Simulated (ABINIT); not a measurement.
# ScHO2 (R-3m): a self-consistent loop beyond G0W0, cycle by cycle, part 3 of 3

Aim: iterate the self-energy on ScHO2 (R-3m) and follow the gap from cycle to cycle.

ABINIT 10.8.3; PBEsol and many-body steps on it, plane waves. Known limits of the many-body steps: not at the basis limit.

So far. Step 10 (evGW, cycle 1): Against G0W0 in ABINIT (4×4×4 mesh, 61 bands, screening to 130.6 eV, Godby-Needs plasmon pole), the gap moves by +1.089 eV. Step 13 (evGW, cycle 2): Against the cycle before, the gap moves by +0.089 eV.

## 14. Screening, 4×4×4 mesh, 61 bands, screening to 130.6 eV

This step: RPA screening on PBEsol, plane waves, norm-conserving pseudopotentials.

run.abi

```
acell 3*1.0 Angstrom
rprim 
  1.616589043500 0.933338119408 4.530924155205
  -1.616589043500 0.933338119408 4.530924155205
  0.000000000000 -1.866676238893 4.530924155189
ntypat 3
znucl 21 1 8
natom 4
typat 1 2 3 3
xred 
  0.000000000000 0.000000000000 0.000000000000
  0.500000000000 0.500000000000 0.500000000000
  0.589701000000 0.589701000000 0.589701000000
  0.410299000000 0.410299000000 0.410299000000
pp_dirpath "pseudos"
pseudos "Sc.upf, H.upf, O.upf"
ecut 36
ngkpt 4 4 4
nshiftk 1
shiftk 0 0 0
kptopt 1
chksymbreak 0
istwfk *1
occopt 1
irdwfk 1
optdriver 3
nband 61
ecuteps 4.8
inclvkb 2
awtr 1
symchi 1
gwcalctyp 10
mbpt_sciss 4.025 eV
nqptdm 1
qptdm 
  0 0 0
indata_prefix "in"
outdata_prefix "out"
tmpdata_prefix "tmp"
```

Run with:

```sh
$ OMP_NUM_THREADS=1 mpirun -n 8 abinit run.abi > log
```

Numbers of over 12 decimals in the logs are rounded to 6 here.

Log:

```text
.Version 10.8.3 of ABINIT. v10.8.2 released Aug 2026.

 Symmetries : space group R-3 m (#166); Bravais hR (rhombohedral)
[... echo of the input left out ...]
== DATASET  1 ==================================================================
-   mpi_nproc: 8, omp_nthreads: 1 (-1 if OMP is not activated)

--- !DatasetInfo
iteration_state: {dtset: 1, }
dimensions: {natom: 4, nkpt: 13, mband: 61, nsppol: 1, nspinor: 1, nspden: 1, mpw: 2864, }
cutoff_energies: {ecut:  36.0, pawecutdg:  -1.0, }
[...]
[... chi0 elements left out ...]
 For q-point:  0.000010 0.000020 0.000030
  dielectric constant =   3.0245
  dielectric constant without local fields =   3.2335

  Average fulfillment of the sum rule on Im[epsilon] for q-point    1 :     60.37  [%]
[... wings left out ...]
== END DATASET(S) ==============================================================
================================================================================

 -outvars: echo values of variables after computation  --------
           etotal      0.0000000000E+00
            nband          61
             nkpt          13
          spgroup         166
 [... the other variables as echoed above ...]

 Calculation completed.
```

The job ended after 4 s (8 MPI ranks of Arm Neoverse V2, shared host; peak memory 1.6 GiB).

Numbers from this step:

- ε∞ with local fields, on this mesh, along the program's q direction: 3.025
- the same without local fields: 3.233
- plasma frequency: 28.40 eV
- plane waves in the screening matrix: 135

This screening uses the functional's bands under a rigid shift, the mean opening of the cycle before.

## 15. Screening, 4×4×4 mesh, 61 bands, screening to 130.6 eV

This step: RPA screening on PBEsol from quasiparticle energies, plane waves, norm-conserving pseudopotentials.

Edit run.abi of step 14 so:

```diff
@@ -31,7 +31,18 @@
 symchi 1
+irdqps 1
 gwcalctyp 10
-mbpt_sciss 4.025 eV
-nqptdm 1
+nqptdm 12
 qptdm 
-  0 0 0
+  0.2500000000 0.0000000000 0.0000000000
+  0.5000000000 0.0000000000 0.0000000000
+  0.2500000000 0.2500000000 0.0000000000
+  0.5000000000 0.2500000000 0.0000000000
+  -0.2500000000 0.2500000000 0.0000000000
+  0.5000000000 0.5000000000 0.0000000000
+  0.2500000000 0.2500000000 0.2500000000
+  0.5000000000 0.2500000000 0.2500000000
+  -0.2500000000 0.2500000000 0.2500000000
+  0.5000000000 0.5000000000 0.2500000000
+  -0.2500000000 0.5000000000 0.2500000000
+  0.5000000000 0.5000000000 0.5000000000
 indata_prefix "in"
```

mrgscr.stdin

```
2
merged
q0_SCR
out_SCR
1
```

Run with:

```sh
$ OMP_NUM_THREADS=1 mpirun -n 8 abinit run.abi > log; mrgscr < mrgscr.stdin
```

Log:

```text
.Version 10.8.3 of ABINIT. v10.8.2 released Aug 2026.

 Symmetries : space group R-3 m (#166); Bravais hR (rhombohedral)
[... echo of the input left out ...]
== DATASET  1 ==================================================================
-   mpi_nproc: 8, omp_nthreads: 1 (-1 if OMP is not activated)

--- !DatasetInfo
iteration_state: {dtset: 1, }
dimensions: {natom: 4, nkpt: 13, mband: 61, nsppol: 1, nspinor: 1, nspden: 1, mpw: 2864, }
cutoff_energies: {ecut:  36.0, pawecutdg:  -1.0, }
[...]
q-point number  1        q = ( 0.250000, 0.000000, 0.000000) [r.l.u.]
--------------------------------------------------------------------------------
[... chi0 elements left out ...]
  Average fulfillment of the sum rule on Im[epsilon] for q-point    2 :     71.13  [%]

--------------------------------------------------------------------------------
  q-point number  2        q = ( 0.500000, 0.000000, 0.000000) [r.l.u.]
--------------------------------------------------------------------------------
[... chi0 elements left out ...]
  Average fulfillment of the sum rule on Im[epsilon] for q-point    3 :     63.02  [%]

 [... 10 further q-points ...]
```

It took 21 s on 8 MPI ranks; peak memory 2 GiB; 2.8 min of CPU time.

This step gave:

```
plasma frequency                    : 28.40 eV
plane waves in the screening matrix : 135
```

This screening reads the quasiparticle levels of the cycle before.

## 16. evGW, cycle 3

This step: evGW on PBEsol, plane waves, norm-conserving pseudopotentials.

Edit run.abi of step 15 so:

```diff
@@ -25,12 +25,10 @@
 irdwfk 1
-optdriver 3
+optdriver 4
 nband 61
-ecuteps 4.8
-inclvkb 2
-awtr 1
-symchi 1
-irdqps 1
 gwcalctyp 10
-nqptdm 12
-qptdm 
+ecutsigx 36
+symsigma 1
+nkptgw 13
+kptgw 
+  0.0000000000 0.0000000000 0.0000000000
   0.2500000000 0.0000000000 0.0000000000
@@ -47,2 +45,20 @@
   0.5000000000 0.5000000000 0.5000000000
+bdgw 
+  7 16
+  7 16
+  7 16
+  7 16
+  7 16
+  7 16
+  7 16
+  7 16
+  7 16
+  7 16
+  7 16
+  7 16
+  7 16
+ecuteps 4.8
+irdscr 1
+ppmodel 1
+irdqps 1
 indata_prefix "in"
```

Run with:

```sh
$ OMP_NUM_THREADS=1 mpirun -n 8 abinit run.abi > log
```

Log:

```text
.Version 10.8.3 of ABINIT. v10.8.2 released Aug 2026.

 Symmetries : space group R-3 m (#166); Bravais hR (rhombohedral)
[... echo of the input left out ...]
== DATASET  1 ==================================================================
-   mpi_nproc: 8, omp_nthreads: 1 (-1 if OMP is not activated)

--- !DatasetInfo
iteration_state: {dtset: 1, }
dimensions: {natom: 4, nkpt: 13, mband: 61, nsppol: 1, nspinor: 1, nspden: 1, mpw: 2864, }
cutoff_energies: {ecut:  36.0, pawecutdg:  -1.0, }
[...]
.  kptgw no:  3; Maximum DeltaE = (  -0.005   0.000) for band index: 10
[...]
.  kptgw no: 12; Maximum DeltaE = (  -0.004   0.000) for band index:  1
.  kptgw no: 13; Maximum DeltaE = (  -0.004   0.000) for band index:  1

== END DATASET(S) ==============================================================
================================================================================

 -outvars: echo values of variables after computation  --------
           etotal      0.0000000000E+00
            nband          61
             nkpt          13
          spgroup         166
 [... the other variables as echoed above ...]

 Calculation completed.
```

Wall time 52 s (8 MPI ranks); peak memory 3.3 GiB.

This step gave:

| Item | Value |
| --- | --- |
| quasiparticle gap on the mesh | 7.822 eV |
| gap of the density functional on the mesh | 4.075 eV |
| k of the valence top | 0, 0, 0 |
| k of the conduction bottom | 0.5, 0.5, 0 |
| least direct quasiparticle gap on the computed points | 8.389 eV |

Against the cycle before, the gap moves by +0.009 eV.

## 17. The runs together

Times are wall times on 8 MPI ranks of Arm Neoverse V2, shared host, good to a factor of about two. A run's time includes the screening step that it read.

```
           run   mesh  bands  screening cutoff (eV)  DFT gap (eV)  gap on the mesh (eV)  direct (eV)  ε∞ used  time
          G0W0  4×4×4     61                  130.6         4.075                 6.635        7.187     3.93  30 s
evGW0, cycle 1  4×4×4     61                  130.6         4.075                 7.211        7.734     3.93  75 s
evGW0, cycle 2  4×4×4     61                  130.6         4.075                 7.120        7.671     3.93  75 s
evGW0, cycle 3  4×4×4     61                  130.6         4.075                 7.111        7.655     3.93  75 s
 evGW, cycle 1  4×4×4     61                  130.6         4.075                 7.724        8.289     3.14  77 s
 evGW, cycle 2  4×4×4     61                  130.6         4.075                 7.813        8.380     3.04  78 s
 evGW, cycle 3  4×4×4     61                  130.6         4.075                 7.822        8.389     3.02  77 s
```

## 18. Results

```
G0W0           : 6.635 eV
evGW0, cycle 1 : 7.211 eV
evGW0, cycle 2 : 7.120 eV
evGW0, cycle 3 : 7.111 eV
evGW, cycle 1  : 7.724 eV
evGW, cycle 2  : 7.813 eV
evGW, cycle 3  : 7.822 eV
known limits   : not at the basis limit
```

In words: Only the bands that the input lists are updated; the others, empty or deep, keep the functional's energies or take a rigid shift. The evGW loop starts from the last levels of evGW0, so its cycles and time come on top of those. evGW0 ends at 7.11 eV, +0.48 eV from G0W0, after 3 cycles that took 2.6 min beside the first screening; the last moved the gap by 0.009 eV. evGW ends at 7.82 eV, +1.19 eV from G0W0, after 3 cycles that took 3.9 min beside the first screening; the last moved the gap by 0.009 eV. The first cycle of evGW0 takes the full correction, without the factor Z, so it overshoots the one-shot value. Bands and cutoff are finite, so the gap is not at the basis limit. The miss can reach some tenths of an eV and take either sign; the mesh is an error of its own. A denser mesh or path gives a starting gap of 3.96 eV: the GW mesh misses a band edge, so its gaps are not the fundamental one. In the updated screening the q = 0 part is built from Kohn-Sham bands under a rigid shift, the other q from the quasiparticle levels.

[Paths, hosts, dates, memory and timing lines, banners, echoed tables and standing remarks are left out of the program output.]

[Logs are printed without paths, hosts, clocks, repeated set-up lines and the standing remarks that a program may print on its own settings, such as how far it seeks lower states.]

[Runs of the session that timed out or met a known fault of the program may be left out.]

[Hosts, paths, dates, database ids (printed as entryN), source tags and the programs' standing remarks are cut or masked in the printed files.]

[G0W0 gaps are taken among the corrected bands and points alone; a level outside them can change the order at an edge.]

[Where Ansatz stands beside ABINIT at settings called matched, ABINIT's density can come from a denser mesh and the files from another edition; pairs whose starting gaps differed by over 0.03 eV were left out, so agreement reads better than it is.]
